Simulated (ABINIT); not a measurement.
# Calculated records

```json
{"subject": "Quasiparticle gap of CsPbCl3 (Pm-3m) in ABINIT", "lattice_ang": [[5.605, 0.0, 0.0], [0.0, 5.605, 0.0], [0.0, 0.0, 5.605]], "atoms": [["Cs", 0.0, 0.0, 0.0], ["Pb", 0.5, 0.5, 0.5], ["Cl", 0.5, 0.5, 0.0], ["Cl", 0.0, 0.5, 0.5], ["Cl", 0.5, 0.0, 0.5]], "method": "RPA screening on PBE, plane waves, norm-conserving pseudopotentials (and 2 further levels or steps)", "program": "ABINIT 10.8.3", "settings": "cutoff 32 Ha, PseudoDojo scalar-relativistic 0.4 stringent, norm-conserving, potential set dojo-sr-pbe-0.4-stringent, ngkpt (2, 2, 2), nband 158, ecuteps 4 Ha, inclvkb 2, shiftk (0, 0, 0), symchi 1, awtr 1, frequency ppm, 2×2×2 k-mesh", "cost": "5 runs, 5.1 min in all on 4 MPI ranks of Arm Neoverse V1, shared host", "notes": "The cell and positions come from the Crystallography Open Database and are kept as given unless a step says otherwise. Limits: no spin-orbit coupling. The 2×2×2 mesh is coarse for this cell, which bears on the long-range parts of exchange and screening.", "results": {"pbe_gap": "1.93 eV, direct", "g0w0_gap_on_the_mesh": "3.17 eV", "gw_settings": "2×2×2 mesh, 158 bands, screening to 108.8 eV, Godby-Needs plasmon pole", "known_limits": "short of the basis limit; no spin-orbit coupling; coarse k mesh"}}
```

[Long decimals in the printed logs are rounded to 6 places.]

[Logs are printed without paths, hosts, clocks, repeated set-up lines and the standing remarks that a program may print on its own settings, such as how far it seeks lower states.]

[Paths, hosts, dates, memory and timing lines, banners, echoed tables and standing remarks are left out of the program output; an Ansatz launch command may be rebuilt from the run's recorded settings. Measured values are a selection of at most five: reports struck by readers or far from the other reports are left out. None is set beside runs whose start may be inverted or whose files or cutoffs have a known fault.]

[Runs of the session that timed out or met a known fault of the program may be left out.]

[Hosts, paths, dates, database ids (printed as entryN), source tags and the programs' standing remarks are cut or masked in the printed files.]

[G0W0 gaps are taken among the corrected bands and points alone; a level outside them can change the order at an edge.]

[Where Ansatz stands beside ABINIT at settings called matched, ABINIT's density can come from a denser mesh and the files from another edition; pairs whose starting gaps differed by over 0.03 eV were left out, so agreement reads better than it is.]
